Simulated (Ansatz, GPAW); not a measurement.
# Cutoff, mesh and smearing for a 2-layer slab of Cr(100), part 3 of 3

How do cutoff, mesh, smearing and the dipole layer change the work function of a 2-layer slab of Cr(100)?

GPAW 26.7.0 and Ansatz 0.2.0; Ansatz plane waves; slab in vacuum with a dipole correction, relaxation (the session's first sound run).

So far, upper work function (eV): step 2 (relaxation, PBE) 3.60; step 3 (plane waves, PBE) 3.59; step 6 (cutoff 700: ecut = 700, PBE, GPAW) 3.59; step 9 (K mesh 16×16: kpts = [16, 16], PBE, GPAW) 3.58; step 10 (scheme Fermi-Dirac, smearing 0.01, PBE, GPAW) 3.60.

### 12. Without the dipole layer

The dipole layer is taken out and the cell repeats along the normal.

The input, run.py:

```python
import json
import numpy as np
from ase import Atoms
from gpaw import GPAW, PW

slab = Atoms(
    ['Cr', 'Cr'],
    positions=[
        [1.44000, 1.44000, 9.00000],
        [-0.00000, 0.00000, 10.26552]],
    cell=[[2.88, 0.0, 0.0], [0.0, 2.88, 0.0], [0.0, 0.0, 19.44]],
    pbc=[True, True, True],
    magmoms=[2.0, -2.0])

slab.calc = GPAW(mode=PW(400), xc='PBE', kpts={'size': (11, 11, 1), 'gamma': True},
                 occupations={'name': 'fermi-dirac', 'width': 0.1}, nbands='140%',
                 convergence={'density': 1e-05}, maxiter=200,
                 symmetry={'tolerance': 1e-3}, txt='slab.txt')
result = {}
energy = slab.get_potential_energy()
fermi = slab.calc.get_fermi_level()
v = slab.calc.get_electrostatic_potential().mean((0, 1)) - fermi
n = slab.calc.get_pseudo_density().mean((0, 1))
L = slab.cell[2, 2]
z = np.arange(len(v)) * L / len(v)
low, high = slab.positions[:, 2].min(), slab.positions[:, 2].max()
below, above = np.interp([low - 6.8, high + 6.8], z, v)
slopes = [np.interp(x, z, np.gradient(v, z)) for x in (low - 6.8, high + 6.8)]
eps = np.array([[slab.calc.get_eigenvalues(k, s) for k in range(len(slab.calc.get_ibz_k_points()))]
                for s in range(slab.calc.get_number_of_spins())]) - fermi
top, bottom = eps[eps < 0].max(), eps[eps > 0].min()
dipole = slab.get_dipole_moment()[2]
print(f'energy {energy:.4f} eV, Fermi level {fermi:.4f} eV, dipole {dipole:.5f} e A')
print(f'potential 6.8 A off the faces, from the Fermi level: lower {below:.4f} eV, upper {above:.4f} eV')
print(f'slope of the potential there: lower {slopes[0]:.5f}, upper {slopes[1]:.5f} eV/A')
print(f'nearest levels on the mesh: {top:.4f} and {bottom:.4f} eV')
print('magnetic moment', round(slab.get_magnetic_moment(), 3))
result.update(energy=energy, fermi=fermi, dipole=dipole, below=below, above=above, slopes=slopes, edges=[top, bottom],
              z=z.tolist(), v=v.tolist(), n=n.tolist(), positions=slab.positions.tolist(),
              forces=slab.get_forces(apply_constraint=False).tolist(), moments=slab.get_magnetic_moments().tolist())
json.dump(result, open('result.json', 'w'))
```

On the command line:

```console
$ OMP_NUM_THREADS=1 OPENBLAS_NUM_THREADS=2 python run.py
```

It took 59 s on 2 threads of Intel Xeon Platinum 8375C at 2.90GHz (Ice Lake), shared host; peak memory 0.19 GiB.

The run finished with changed settings (dipole = false and pbc_z = true); it serves as a test.

The two runs compared:

```
                    quantity  this run  sound run  difference
    upper work function (eV)    3.5907     3.5907      1.9e-5
    lower work function (eV)    3.5907     3.5907     -2.4e-5
sum of the site moments (μB)  1.955e-6  -4.930e-6      6.9e-6
```

### 13. Side by side

Results and costs are gathered.

This step: comparison of work functions, dipole and cost (GPAW 26.7.0).

Ladder, by row:

```
   step  code  work function, upper (eV)  work function, lower (eV)  dipole (e Å)  wall time (s)  peak memory (GiB)  threads
     pw  GPAW                      3.591                      3.591       2.02e-4           36.3               0.19        2
ecut200  GPAW                      3.608                      3.606      -1.45e-4          16.99               0.14        2
ecut300  GPAW                      3.593                      3.592       2.26e-4          43.66               0.17        2
ecut700  GPAW                       3.59                       3.59       2.09e-4            171                0.3        2
     k4  GPAW                       3.47                       3.47       2.05e-4          29.44               0.17        2
     k7  GPAW                      3.626                      3.626       2.03e-4          45.33               0.18        2
    k16  GPAW                      3.582                      3.582       2.03e-4          132.6               0.23        2
  smear  GPAW                      3.604                      3.604       1.98e-4          65.27               0.19        2
  nodip  GPAW                      3.591                      3.591       2.03e-4          58.69               0.19        2
```

### 14. A changed run

One more run, with changed settings.

This step: GPAW, PAW setups; slab in vacuum (GPAW 26.7.0).

run.py: that of step 12 with these lines changed.

```diff
@@ -4,2 +4,3 @@
 from gpaw import GPAW, PW
+from gpaw.external import ConstantElectricField
 
@@ -11,3 +12,3 @@
     cell=[[2.88, 0.0, 0.0], [0.0, 2.88, 0.0], [0.0, 0.0, 19.44]],
-    pbc=[True, True, True],
+    pbc=[True, True, False],
     magmoms=[2.0, -2.0])
@@ -16,3 +17,5 @@
                  occupations={'name': 'fermi-dirac', 'width': 0.1}, nbands='140%',
-                 convergence={'density': 1e-05}, maxiter=200,
+                 convergence={'density': 1e-05}, maxiter=100,
+                 poissonsolver={'dipolelayer': 'xy'},
+                 external=ConstantElectricField(3.0, [0, 0, 1]),
                  symmetry={'tolerance': 1e-3}, txt='slab.txt')
```

Wall time 6.7 min (2 threads); peak memory 0.25 GiB.

The run finished. A setting was moved off its sound value on purpose, so it serves as a test and not as the result.

The fault put into the input: a field far too strong (field = 3.0).

The two runs compared:

```
                     quantity  this run  sound run  difference
dipole along the normal (e·Å)    1.3396   2.020e-4        1.34
 sum of the site moments (μB)  0.014732  -4.930e-6      0.0147
```

One result that differs is the dipole along the normal, 1.34 e·Å against 2.0e-4 e·Å.

### 15. Results

| Property | Result |
| --- | --- |
| work function, both faces | 3.59 eV |
| dipole along the normal | 2.0e-4 e Å, near the numerical noise |

With plane waves and PBE the work function is 3.59 eV on the upper face and 3.59 eV on the lower. The other smearing (Fermi-Dirac of 0.01 eV in place of Fermi-Dirac of 0.1) moves the two faces by 0.013 and 0.013 eV on the same mesh; a mesh is converged only for its smearing. Over the sound runs of the table the upper face's work function spans 3.582 (k16) to 3.604 eV (smear). The small printed dipole stands for a step of -4.4 meV from the lower to the upper face, and the probes find -0.017 meV; values this small are near the numerical noise of both. One magnetic start was tried; another order may lie lower. The slab is only 1.3 Å thick between its outer nuclei, so the values belong to this film more than to the surface of the bulk metal. The in-plane lattice was kept as typed, which isn't the functional's own and leaves some strain; spin-orbit coupling and temperature are left out.

[Logs are printed without paths, hosts, clocks, repeated set-up lines and the standing remarks that a program may print on its own settings, such as how far it seeks lower states.]

[Hosts, paths, dates, database ids (printed as entryN), source tags and the programs' standing remarks are cut or masked in the printed files.]
